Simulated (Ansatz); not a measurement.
# SbAs (model cell, started as layered BN type): a soft mode frozen in, part 2 of 2

Wanted: the energy along a soft mode of SbAs (model cell, started as layered BN type) and the structure at the end.

Ansatz 0.2.0; DFT LDA, scalar-relativistic, plane waves, PAW.

So far, highest frequency on the path or at a solved wavevector (cm⁻¹): step 2 (the dispersion) 158. Also lowest frequency on the path (cm⁻¹): step 2 -127.

The structure was built from a prototype and need not be the compound's stable phase.

## Step 6: Relaxation from the frozen mode

Starting from the lowest point found, all atoms and the cell are let go, so that strain and other modes of the same symmetry can join in.

input.yaml reads:

```yaml
crystal:
  lattice:
    - [4.8143036723, 0.0, 0.0]
    - [-2.4071518361, 4.1693092817, 0.0]
    - [0.0, 0.0, 5.7732547121]
  atoms:
    - { symbol: Sb, position: [0.3333333333, 0.6666666667, 0.2649214041] }
    - { symbol: Sb, position: [0.6666666667, 0.3333333333, 0.7649214041] }
    - { symbol: As, position: [0.6666666667, 0.3333333333, 0.2257502471] }
    - { symbol: As, position: [0.3333333333, 0.6666666667, 0.7257502471] }
kpoints:
  mp_grid: { grid: [12, 12, 6] }
hamiltonian:
  xc: lda
scf:
  occupations: { method: methfessel_paxton, width: 0.2 }
output:
  forces: true
  stress: true
  eigenvalues: true
relax:
  adjacent_minimum: "off"
  f_tol: 0.002
  max_steps: 120
  cell: { stress_tol: 0.03 }
```

Command:

```sh
$ ansatz run input.yaml --threads 4 --pin off --max-ram 7168MiB --backend cpu --events-out ev --progress --plain --runs-dir out
```

Numbers of over 12 decimals in the logs are rounded to 6 here.

The log of the run:

```text
[...]
Crystal: 4 atoms, lattice volume = 115.883 Å³
Basis set: ecut = 420 eV, 2239 PW (Γ)
Bands: 36, of which v1, the nominal top of the filled ones, is band 30 counted from 1 (29 counted from 0)
Symmetry: 12 space group operations
[...]
k-points: 76 of 864 (time reversal used)
[...]
SCF iter   1: F=—  HF=-22218.149026 eV  |F-HF|=—  |Δ(HF+E_count)|=         —  Δρ=5.62e-3  dr2=2.04e-2  ethr=1.77e-3  ⟨swp⟩=6.2  Hψ=10641  notcnv=0
[...]
SCF iter   6: F=-22218.138421 eV  HF=-22218.138421 eV  |F-HF|=5.38e-8  |Δ(HF+E_count)|=   9.49e-7  S|Δr|=    0.00e0  Δρ=5.53e-6  dr2=6.80e-8  ethr=1.67e-10  ⟨swp⟩=5.7  Hψ=12445  notcnv=0
SCF 1 converged in 6 iterations: F = -22218.138421 eV  dr2 = 6.80e-8
[...]
relax step   1: F+E_penalty+E_count = -22218.13842067 eV  Δ(F+E_penalty+E_count) = +0.000e0 eV  max|allowed force component| = 4.082e-3 eV/Å  Δτ_max = 0.0000 Å  P = +1.077 GPa  Ω = 115.883 Å³  (6 SCF iters, dr2 threshold 1.00e-7 eV, accepted)
Crystal: 4 atoms, lattice volume = 121.629 Å³
Basis set: ecut = 420 eV, 2337 PW (Γ)
[...]
SCF iter   5: F=-22218.156493 eV  HF=-22218.156493 eV  |F-HF|=3.01e-7  |Δ(HF+E_count)|=   1.54e-6  S|Δr|=    0.00e0  Δρ=1.21e-5  dr2=2.67e-7  ethr=6.67e-10  ⟨swp⟩=7.1  Hψ=13312  notcnv=0
SCF 2 converged in 5 iterations: F = -22218.156493 eV  dr2 = 2.67e-7
relax step   2: F+E_penalty+E_count = -22218.15649304 eV  Δ(F+E_penalty+E_count) = -1.807e-2 eV  max|allowed force component| = 1.265e-1 eV/Å  Δτ_max = 0.0419 Å  P = -0.588 GPa  Ω = 121.629 Å³  energy of the carried Pulay correction = -1.132e-3 eV  (5 SCF iters, dr2 threshold 4.00e-7 eV, accepted)
Crystal: 4 atoms, lattice volume = 120.154 Å³
Basis set: ecut = 420 eV, 2311 PW (Γ)
[...]
SCF iter   4: F=-22218.163904 eV  HF=-22218.163904 eV  |F-HF|=8.88e-8  |Δ(HF+E_count)|=   3.12e-6  S|Δr|=    0.00e0  Δρ=1.10e-5  dr2=2.11e-7  ethr=6.67e-10  ⟨swp⟩=4.7  Hψ=13792  notcnv=0
SCF 3 converged in 4 iterations: F = -22218.163904 eV  dr2 = 2.11e-7
relax step   3: F+E_penalty+E_count = -22218.16390360 eV  Δ(F+E_penalty+E_count) = -7.411e-3 eV  max|allowed force component| = 5.715e-2 eV/Å  Δτ_max = 0.0057 Å  P = -0.123 GPa  Ω = 120.154 Å³  energy of the carried Pulay correction = -8.470e-4 eV  (4 SCF iters, dr2 threshold 4.00e-7 eV, accepted)
[...]
relax step   4: F+E_penalty+E_count = -22218.16479291 eV  Δ(F+E_penalty+E_count) = -8.893e-4 eV  max|allowed force component| = 1.175e-2 eV/Å  Δτ_max = 0.0006 Å  P = -0.007 GPa  Ω = 119.893 Å³  energy of the carried Pulay correction = -7.962e-4 eV  (4 SCF iters, dr2 threshold 4.00e-7 eV, accepted)
[...]
relax step   5: F+E_penalty+E_count = -22218.16473018 eV  Δ(F+E_penalty+E_count) = +6.273e-5 eV  max|allowed force component| = 1.053e-2 eV/Å  Δτ_max = 0.0040 Å  P = +0.124 GPa  Ω = 119.792 Å³  energy of the carried Pulay correction = -7.764e-4 eV  (5 SCF iters, dr2 threshold 8.63e-9 eV, rejected (line search))
[...]
relax step   6: F+E_penalty+E_count = -22218.16483745 eV  Δ(F+E_penalty+E_count) = -4.454e-5 eV  max|allowed force component| = 1.981e-3 eV/Å  Δτ_max = 0.0018 Å  P = +0.006 GPa  Ω = 119.954 Å³  energy of the carried Pulay correction = -8.081e-4 eV  (7 SCF iters, accepted)
[...]
SCF iter   5: F=-22218.165631 eV  HF=-22218.165631 eV  |F-HF|=2.18e-11  |Δ(HF+E_count)|=  9.46e-11  S|Δr|=    0.00e0  Δρ=1.30e-7  dr2=1.21e-11  ethr=1.00e-12  ⟨swp⟩=4.8  Hψ=14102  notcnv=0
SCF 7 converged in 5 iterations: F = -22218.165631 eV  dr2 = 1.21e-11
[...]
relax step   7: F+E_penalty+E_count = -22218.16563050 eV  Δ(F+E_penalty+E_count) = -7.930e-4 eV  max|allowed force component| = 1.987e-3 eV/Å  Δτ_max = 0.0000 Å  P = +0.005 GPa  Ω = 119.954 Å³  stress off target by 1.72e-2 GPa  SCF on the basis re-selected at this cell (its energy is not comparable with the rows above)  (5 SCF iters)
basis re-selected at this cell: Δ(F+E_penalty+E_count) = -7.930e-4 eV, ΔP = -0.001 GPa vs the last step (what re-selecting the basis moved, of the pressure what is left beyond the Pulay correction that the steps carried, after the strain that the cell walked since its last selection, with what the two solves' SCF thresholds leave and, on support functions, any second-order correction that the steps lacked; it is no m [...]
SCF converged after 5 iterations
[...]
Free energy (F): -22218.165631 eV
[...]
Internal energy: -22218.165377 eV  (E = F + TS)
E sigma→0 (E₀):  -22218.165567 eV
Entropy (-TS):   -0.000253 eV (-0.063 meV/atom)
Fermi energy:    8.160966 eV
[...]
--- Forces (eV/Å), atoms counted from 1 ---
  atom   1  Sb    -0.00000000     0.00000000     0.00198771
  atom   2  Sb     0.00000000    -0.00000000     0.00198771
  atom   3  As     0.00000000    -0.00000000    -0.00198625
  atom   4  As    -0.00000000     0.00000000    -0.00198625
  max |Σ_I F_I| component: 2.93e-6 eV/Å
--- Stress (GPa, compression-positive) ---
       -0.001856       0.000000       0.000000
       -0.000000      -0.001856       0.000000
        0.000000       0.000000       0.017238
  P = ⅓ Tr σ = 0.0045 GPa (0.045 kbar)
--- Band table (eV; the first three rows and the last of 76) ---
  k-point 0: bands = [... 26 lower, 4.0288, 5.9429, 6.0610, 6.0610, 7.9386, 7.9386, 10.4052, 10.4052, ... 2 higher]
  k-point 1: bands = [... 26 lower, 4.1262, 5.8520, 5.8520, 6.5218, 8.0678, 8.0678, 10.1334, 10.1334, ... 2 higher]
  k-point 2: bands = [... 26 lower, 4.4095, 5.3733, 5.3733, 7.2152, 8.4125, 8.4125, 9.1692, 9.5417, ... 2 higher]
  k-point 75: bands = [... 26 lower, 6.2365, 6.2365, 8.0544, 8.0544, 8.6825, 8.6825, 9.3470, 9.3470, ... 2 higher]
--- Relaxed structure (6 steps of the walk, 5 accepted, 1 SCFs on fresh bases) ---
  F+E_penalty+E_count = -22218.16563050 eV   max|allowed force component| = 1.987e-3 eV/Å   (the final SCF, on the basis selected at the relaxed cell)
  cell:  # Å, volume = 119.9542 Å³
    - [4.826294, -2.893928302978094e-11, 0]
    - [-2.413147, 4.179693, 0]
    - [0, 0, 5.946440]
  atoms:
    - { symbol: Sb, position: [0.333333, 0.666667, 0.271616] }
    - { symbol: Sb, position: [0.666667, 0.333333, 0.771616] }
    - { symbol: As, position: [0.666667, 0.333333, 0.219056] }
    - { symbol: As, position: [0.333333, 0.666667, 0.719056] }
```

Elapsed: 22 s, on 4 threads of Intel Xeon 6975P-C (Granite Rapids), shared host; peak memory 0.65 GiB; 86 s of CPU time.

Step by step:

| step | energy less that of the first step (eV) | largest force component (eV/Å) | pressure (GPa) | volume (Å³) |
| --- | --- | --- | --- | --- |
| 1 | 0.0000 | 0.0041 | 1.08 | 115.88 |
| 2 | -0.0181 | 0.1265 | -0.59 | 121.63 |
| 3 | -0.0255 | 0.0571 | -0.12 | 120.15 |
| 4 | -0.0264 | 0.0117 | -0.01 | 119.89 |
| 5 | -0.0263 | 0.0105 | 0.12 | 119.79 |
| 6 | -0.0264 | 0.0020 | 0.01 | 119.95 |
| 7* | -0.0272 | 0.0020 | 0.00 | 119.95 |

Relaxation steps marked * repeat the geometry before them on a plane-wave basis chosen anew for their cell, so energy and pressure can jump there. Relaxation step 5 was tried and not accepted.

Forces are held to the 12 operations that the run works with; a distortion that breaks them can't arise in this run.

| conventional cell, symmetrised | before | after | change |
| --- | --- | --- | --- |
| a (Å) | 4.814 | 4.826 | +0.2 % |
| b (Å) | 4.814 | 4.826 | +0.2 % |
| c (Å) | 5.773 | 5.946 | +3.0 % |
| volume (Å³/atom) | 28.97 | 29.99 | +3.5 % |

The atoms that moved most (Å, as changes of fractional coordinates times the final cell):

| atom | dx | dy | dz | length |
| --- | --- | --- | --- | --- |
| Sb1 | 0.000 | 0.000 | 0.040 | 0.040 |
| Sb2 | 0.000 | 0.000 | 0.040 | 0.040 |
| As3 | 0.000 | 0.000 | -0.040 | 0.040 |
| As4 | 0.000 | 0.000 | -0.040 | 0.040 |

The relaxed structure:

```cif
data_structure
_symmetry_space_group_name_H-M 'P 1'
_symmetry_Int_Tables_number 1
_cell_length_a 4.8263
_cell_length_b 4.8263
_cell_length_c 5.9464
_cell_angle_alpha 90.000
_cell_angle_beta 90.000
_cell_angle_gamma 120.000
_cell_volume 119.95
loop_
_atom_site_label
_atom_site_type_symbol
_atom_site_fract_x
_atom_site_fract_y
_atom_site_fract_z
_atom_site_occupancy
Sb1 Sb 0.33333 0.66667 0.27162 1
Sb2 Sb 0.66667 0.33333 0.77162 1
As3 As 0.66667 0.33333 0.21906 1
As4 As 0.33333 0.66667 0.71906 1
```

Numbers from this step:

```
pressure        : 0.004509 GPa
volume per atom : 29.99 Å³
```

The distorted start has space group P6_3mc; the relaxation ends in P6_3mc.

## Step 7: The new phase in its own primitive cell

The relaxed structure is symmetrised, reduced to its primitive cell and relaxed tightly, as its phonons need.

input.yaml reads:

```yaml
crystal:
  lattice:
    - [4.8262943125, 0.0, 0.0]
    - [-2.4131471563, 4.1796934808, 0.0]
    - [0.0, 0.0, 5.9464401771]
  atoms:
    - { symbol: Sb, position: [0.3333333333, 0.6666666667, 0.271615667] }
    - { symbol: Sb, position: [0.6666666667, 0.3333333333, 0.771615667] }
    - { symbol: As, position: [0.6666666667, 0.3333333333, 0.2190559842] }
    - { symbol: As, position: [0.3333333333, 0.6666666667, 0.7190559842] }
kpoints:
  mp_grid: { grid: [12, 12, 8] }
hamiltonian:
  xc: lda
scf:
  occupations: { method: methfessel_paxton, width: 0.2 }
output:
  forces: true
  stress: true
  eigenvalues: true
relax:
  adjacent_minimum: "off"
  f_tol: 0.001
  max_steps: 60
  cell: { stress_tol: 0.01 }
```

The log of the run:

```text
[...]
Crystal: 4 atoms, lattice volume = 119.954 Å³
Basis set: ecut = 420 eV, 2287 PW (Γ)
Bands: 36, of which v1, the nominal top of the filled ones, is band 30 counted from 1 (29 counted from 0)
Symmetry: 12 space group operations
[...]
k-points: 95 of 1152 (time reversal used)
[...]
cell:  # Å, volume = 119.9839 Å³
    - [4.825391, 2.886230025000904e-11, 3.349602554674142e-19]
    - [-2.412696, 4.178911, -1.6554086632435732e-19]
    - [4.1270195969524555e-19, 0, 5.950140]
  atoms:
    - { symbol: Sb, position: [0.333333, 0.666667, 0.271874] }
    - { symbol: Sb, position: [0.666667, 0.333333, 0.771874] }
    - { symbol: As, position: [0.666667, 0.333333, 0.218798] }
    - { symbol: As, position: [0.333333, 0.666667, 0.718798] }
[key lines of the parts left out:]
SCF converged after 6 iterations
Free energy (F): -22218.165932 eV
Fermi energy:    8.173923 eV
P = ⅓ Tr σ = 0.0000 GPa (0.000 kbar)
```

Elapsed: 16 s, on 4 threads; peak memory 0.68 GiB.

Little changed from the start: no atom moved by 0.005 Å and no cell edge by 0.1 %.

This step gave:

```yaml
pressure: 4.28e-5 GPa
volume_per_atom: 30.00 Å³
```

The largest force component left is 0.31 meV/Å and the pressure is 0.000 GPa, within the tolerances set. The cell now holds 30.00 Å³/atom.

## Step 8: Modes of the new phase, k-mesh 12×12×8

A relaxed structure may still be a saddle point, so its zone-centre modes are computed. No field response is asked, since the mesh shows no gap.

input.yaml, the sections that differ from step 7:

```yaml
crystal:
  lattice:
    - [4.8253910286, 0.0, 0.0]
    - [-2.4126955143, 4.1789112139, 0.0]
    - [0.0, 0.0, 5.950140288]
  atoms:
    - { symbol: Sb, position: [0.3333333333, 0.6666666667, 0.2718741205] }
    - { symbol: Sb, position: [0.6666666667, 0.3333333333, 0.7718741205] }
    - { symbol: As, position: [0.6666666667, 0.3333333333, 0.2187975307] }
    - { symbol: As, position: [0.3333333333, 0.6666666667, 0.7187975307] }
output:
  eigenvalues: true
phonons:
  method: dfpt
# kpoints, hamiltonian, scf: as in step 7
# relax: removed
```

The log of the run:

```text
[...]
Crystal: 4 atoms, lattice volume = 119.984 Å³
Basis set: ecut = 420 eV, 2311 PW (Γ), exchange–correlation on 72×72×80 points (8 copies of the dense FFT grid, shifted against one another)
Bands: 36, of which v1, the nominal top of the filled ones, is band 30 counted from 1 (29 counted from 0)
Symmetry: 12 space group operations
k-points: 320 of 1152 (irreducible under 2 space group operations, time reversal used)
[...]
SCF iter   1: F=—  HF=-22218.176709 eV  |F-HF|=—  |Δ(HF+E_count)|=         —  Δρ=5.72e-3  dr2=2.24e-2  ethr=1.77e-3  ⟨swp⟩=6.2  Hψ=45008  notcnv=0
[...]
SCF iter   9: F=-22218.165933 eV  HF=-22218.165933 eV  |F-HF|=1.46e-11  |Δ(HF+E_count)|=  1.09e-11  S|Δr|=    0.00e0  Δρ=6.21e-8  dr2=5.37e-12  ethr=1.00e-12  ⟨swp⟩=8.7  Hψ=57888  notcnv=0
the search or the solves at the SCF's close seem to have found levels that the self-consistency loop had missed (the run counts 3). By its estimate they hold under 1e-12 electrons; where the run keeps them, the occupations were computed again with them
SCF 1 converged in 9 iterations: F = -22218.165933 eV  dr2 = 5.37e-12
[...]
DFPT response loops at Γ: preconditioner auto → Kerker (q_TF=auto, 2.431 Å⁻¹) (partly filled bands, converged f_vac=0.120); β = 1.00, the filter's whole step (`scf.mixing.beta` (0.50) is not read by the response loops under this deck's `scf.mixing.preconditioner`; to damp them name `kerker` or `kerker_dos`, under which they read `scf.mixing.beta`, and type it under 1.00, their step now; both keys bind the ground state too); Broyden in place of MSR1
SCF converged after 9 iterations
[...]
Free energy (F): -22218.165933 eV
[...]
Internal energy: -22218.168135 eV  (E = F + TS)
E sigma→0 (E₀):  -22218.166484 eV
Entropy (-TS):   0.002202 eV (0.551 meV/atom)
Fermi energy:    8.173923 eV
[...]
--- Band table (eV; the first three rows and the last of 320) ---
  k-point 0: bands = [... 26 lower, 4.0277, 5.9404, 6.0566, 6.0566, 7.9359, 7.9359, 10.4008, 10.4008, ... 2 higher]
  k-point 1: bands = [... 26 lower, 4.0825, 5.9349, 5.9349, 6.2871, 8.0103, 8.0103, 10.2417, 10.2417, ... 2 higher]
  k-point 2: bands = [... 26 lower, 4.2444, 5.6267, 5.6267, 7.0075, 8.2150, 8.2150, 9.6105, 9.8522, ... 2 higher]
  k-point 319: bands = [... 26 lower, 6.0041, 6.0041, 7.6340, 7.6340, 8.5170, 8.5170, 9.5392, 9.5392, ... 2 higher]
--- Phonons (Γ-DFPT): 4 representative perturbations + reference, on 320 of 1152 k-points (Σ response iterations 12) ---
  k mesh reduced under 2 symmetry operations, with k and −k counted as one. Each operation leaves every solved perturbation unchanged. A smaller set is not used because it would not reduce the number of displacements times k-points to solve
  ASR residual: 2.249e-5 → 0.000e0 eV/Å²; symmetrization residual: 3.975e-5 eV/Å²
  ASR residual per site (eV/Å²): 2.25e-5 2.25e-5 1.36e-5 1.36e-5
[...]
non-analytic LO–TO correction: not included (Born effective charges unavailable; polar crystals: no LO–TO splitting at Γ)
```

Elapsed: 90 s, on 4 threads; peak memory 4.2 GiB.

This step gave:

```
sum-rule residual before enforcement                    : 2.25e-5 eV/Å²
point group                                             : 6mm
highest optical mode at the zone centre (no LO-TO term) : 195.7 cm⁻¹
lowest optical zone-centre mode                         : 27.24 cm⁻¹
```

Patterns of degenerate modes are one choice out of their space. Modes at Γ, with each element's share of the kinetic energy:

| mode | frequency (cm⁻¹) | symmetry | Sb % | As % |
| --- | --- | --- | --- | --- |
| 1 | 0.0 | acoustic | 62 | 38 |
| 2 | 0.0 | acoustic | 62 | 38 |
| 3 | 0.0 | acoustic | 62 | 38 |
| 4 | 27.2 | E2 | 73 | 27 |
| 5 | 27.2 | E2 | 73 | 27 |
| 6 | 84.4 | E2 | 27 | 73 |
| 7 | 84.4 | E2 | 27 | 73 |
| 8 | 97.0 | B1 | 71 | 29 |
| 9 | 153.5 | E1 | 38 | 62 |
| 10 | 153.5 | E1 | 38 | 62 |
| 11 | 167.6 | A1 | 38 | 62 |
| 12 | 195.7 | B1 | 29 | 71 |

Displacements in mode 4 (27.2 cm⁻¹), the largest set to 1:
```
Sb1  1.00  0.03  0.00
Sb2 -1.00 -0.03  0.00
As3  0.77  0.02  0.00
As4 -0.77 -0.02  0.00
```

Displacements in mode 7 (84.4 cm⁻¹), the largest set to 1:
```
Sb1 -0.48  0.04  0.00
Sb2  0.48 -0.04  0.00
As3  1.00 -0.08  0.00
As4 -1.00  0.08  0.00
```

Before it was imposed, the acoustic sum rule was missed by 2.2e-5 eV/Å². Small misses are needed for a sound result but don't prove that mesh and cutoff are converged. The lowest optical mode is real, 27.2 cm⁻¹.

## Step 9: Outcome

```json
{
 "unstable mode of the parent": "q = (0, 0, 0), 127i cm⁻¹",
 "depth at the lowest point sampled": "14.0 meV/atom",
 "largest atomic shift at that point": "0.14 Å",
 "space group reached (within 0.01 Å)": "P6_3mc",
 "energy gained over the parent (first relaxation, on the mesh of the frozen mode)": "20.7 meV/atom",
 "volume per atom, phase reached": "30.0 Å³",
 "lowest optical zone-centre mode, phase reached": "27.2 cm⁻¹",
 "highest optical mode at the zone centre (no LO-TO term), phase reached": "196 cm⁻¹"
}
```

**Reading.** Along this mode the structure falls into P6_3mc, 20.7 meV/atom below the parent. At the parent's cell the well is 13.95 meV/atom deep on the steps tried, with its lowest point at a shift of 0.14 Å. Relaxing atoms and cell changes the gain by +6.78 meV/atom against the lowest step (energies at zero smearing). The new phase has no imaginary mode at the zone centre of its cell; other wavevectors were not checked. Of the 2 patterns followed to their end from this parent, this one reaches the lowest energy. Each path keeps the symmetry of its pattern, so a lower phase may lie along a pattern not tried. Where the functional closes the gap at Γ, the partly filled states at that one point of a Γ-centred mesh soften the zone-centre modes by up to a few per cent. With no gap, or one that is small against the smearing, the frequencies hang on the k mesh and the smearing, most of all near Kohn anomalies. A semilocal functional can close a gap that the real compound would have, so the metallic treatment may be an artefact of the level. Spin-orbit coupling is left out, which can matter for the heavy elements here. A phonon run warned that its eigensolver left some bands unconverged in a pass. The starting cell was built on a prototype and not taken from a measurement, so the phase need not exist.

[Logs are printed without paths, hosts, clocks, repeated set-up lines and the standing remarks that a program may print on its own settings, such as how far it seeks lower states.]

[Hosts, paths, dates, database ids (printed as entryN), source tags and the programs' standing remarks are cut or masked in the printed files.]
